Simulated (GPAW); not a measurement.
The Li K edge of atom 2 in LiRh (P-6m2), with 6 Rh at 2.65 Å and 6 Li at 2.65 Å (anticuboctahedral, as in hcp, site symmetry -6m2), was computed in 3 ways: excited-electron core hole (neutral cell), half core hole and no core hole. Program and functional: GPAW, LDA, Gaussian full width 0.9 eV up to 4 eV, rising linearly to 3.5 eV at 25 eV; cells of 2 and 24 atoms (the run without a hole in the smaller).

Each run is counted from its own lowest empty level or Fermi level and scaled to a mean of 1 over its first 20 eV.

```csv
E (eV),run 1,run 2,run 3
-2.00,0.00,0.00,0.00
-1.25,0.00,0.00,0.00
-0.50,0.02,0.01,0.03
0.25,0.13,0.07,0.26
1.00,0.42,0.29,1.13
1.75,1.09,0.71,1.54
2.50,1.05,0.88,0.96
3.25,0.78,0.89,0.86
4.00,0.77,0.66,0.64
4.75,0.55,0.61,0.73
5.50,0.63,0.55,0.74
6.25,0.53,0.39,0.89
7.00,0.84,0.70,1.47
7.75,1.31,0.96,1.44
8.50,1.15,0.99,1.18
9.25,1.00,0.96,1.20
10.00,1.04,0.80,1.24
10.75,1.11,0.82,1.43
11.50,1.49,1.05,1.80
12.25,1.91,1.49,1.77
13.00,1.96,1.90,1.43
13.75,1.76,2.01,1.06
14.50,1.41,1.86,0.76
15.25,1.07,1.64,0.64
16.00,0.94,1.44,0.66
16.75,0.91,1.29,0.65
17.50,0.82,1.14,0.58
18.25,0.71,0.97,0.53
19.00,0.66,0.85,0.54
19.75,0.67,0.83,0.58
20.50,0.70,0.86,0.60
21.25,0.71,0.88,0.60
22.00,0.70,0.86,0.58
22.75,0.66,0.81,0.56
23.50,0.63,0.76,0.54
24.25,0.60,0.71,0.53
25.00,0.58,0.66,0.52
25.75,0.57,0.62,0.52
26.50,0.56,0.60,0.52
27.25,0.56,0.59,0.53
28.00,0.57,0.59,0.55
28.75,0.59,0.60,0.55
29.50,0.60,0.60,0.55
30.25,0.59,0.60,0.54
31.00,0.58,0.59,0.53
31.75,0.57,0.58,0.52
```

Q: Which run is which?

Run 1: half core hole (area from −2 to 6 eV 4.1, main maxima 2.0 eV (1.17), 3.7 eV (0.83), 7.9 eV (1.32) and 12.7 eV (1.99)). Run 2: no core hole (area from −2 to 6 eV 3.6, main maxima 2.9 eV (0.91), 8.8 eV (1.00), 13.6 eV (2.01) and 21.3 eV (0.88)). Run 3: excited-electron core hole (neutral cell) (area from −2 to 6 eV 5.3, main maxima 1.5 eV (1.65), 7.3 eV (1.56), 11.8 eV (1.85) and 20.8 eV (0.60)). With each curve scaled to its own mean, the area from −2 to 6 eV with the hole is 5.3 against 3.6, and the centre of weight from −1 to 20 eV moves by -2.2 eV: the hole pulls the absorber's empty states down.

[Banner, clock and machine lines of the logs are left out without a mark of their own.]

[Logs are printed without paths, hosts, clocks, repeated set-up lines and the standing remarks that a program may print on its own settings, such as how far it seeks lower states.]

[Hosts, paths, dates, database ids (printed as entryN), source tags and the programs' standing remarks are cut or masked in the printed files.]

[Lists of maxima count a maximum above −3 eV only where it reaches 4 % of the highest in the window and stands out from its surroundings by 2 % of it (1.5 % where it reaches 55 %); shoulders and weaker maxima are passed over, and of the rest the first, up to two pre-edge ones and the few strongest are named.]
